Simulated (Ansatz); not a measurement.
# Binding curve of MoS2 on t-HfO2(111) (78 atoms)

The cell holds 78 atoms: 36 O, 18 Hf, 8 Mo and 16 S. Cell: a = 6.360 Å, b = 11.016 Å, c = 28.775 Å, α = 90.0°, β = 90.0°, γ = 90.0°. It derives from HfO2 and MoS2. The starting structure: 1 layer(s) of MoS2 at its own lattice constant on a slab of t-HfO2(111) strained in the plane by up to 2.3 % to a common cell of 70 Å^2; gaps of 2.95 Å as starting values, 15 Å of vacuum, lowest layers held; not relaxed, displaced by a Gaussian of 0.01 Å. Lattice constants are starting values near those of PBE. Regions: t-HfO2(111), 54 atoms (36 O and 18 Hf); MoS2, 24 atoms (8 Mo and 16 S). Vacuum lies along c.

Calculated with Ansatz 0.2.0: Kohn-Sham DFT, PBE+D3(BJ), PAW (set soft_2), plane waves; cutoff 420 eV, k-mesh 3×2×1, fermi-dirac smearing of 0.025 eV. The upper part (MoS2) is moved rigidly along the normal by z from its relaxed place. Energies are the whole cell less its two frozen parts, over the face of 70.06 Å².

| shift z (Å) | interaction energy (meV/Å²) |
| --- | --- |
| -0.2 | -25.40 |
| +0.0 | -26.65 |
| +0.3 | -24.98 |
| +0.6 | -21.70 |
| +1.0 | ? |
| +1.6 | -11.68 |
| +2.4 | -7.187 |

Task: Fit the universal binding curve to the rows given and interpolate to the withheld row.

Worked fit:

The universal binding curve is E(z) = −D (1 + z/l) exp(−z/l), whose curvature at z = 0 is D/l². The depth is D = 26.65 meV/Å². A parabola through the rows at −0.2, 0 and +0.3 Å has the curvature 2 {[E(0.3) − E(0)]/0.3 + [E(−0.2) − E(0)]/0.2} / 0.5 = 47.31 meV/Å⁴, so l = √(D / curvature) = 0.751 Å. At z = 1 Å, z/l = 1.332.

Prediction at +1.0: -16.40 meV/Å². The run gave -17.13 meV/Å², so the fit is high by 0.73 meV/Å² (4.3 % of the value).

The curve's steepest slope, D/(e l) at z = l, is 2.09 GPa, an estimate of the stress that rigid separation needs. Among the rows given, the largest miss of the fit is at +2.4, by 2.6 meV/Å² (13 % of the range of the table).

Limits: The parts are rigid, and they also feel their periodic images through the vacuum. The curve was made for chemical and metallic bonds; the dispersion term here falls off as a power of distance, which it can't follow. The mesh is coarse for these cells.

[Hosts, paths, dates, database ids (printed as entryN), source tags and the programs' standing remarks are cut or masked in the printed files.]
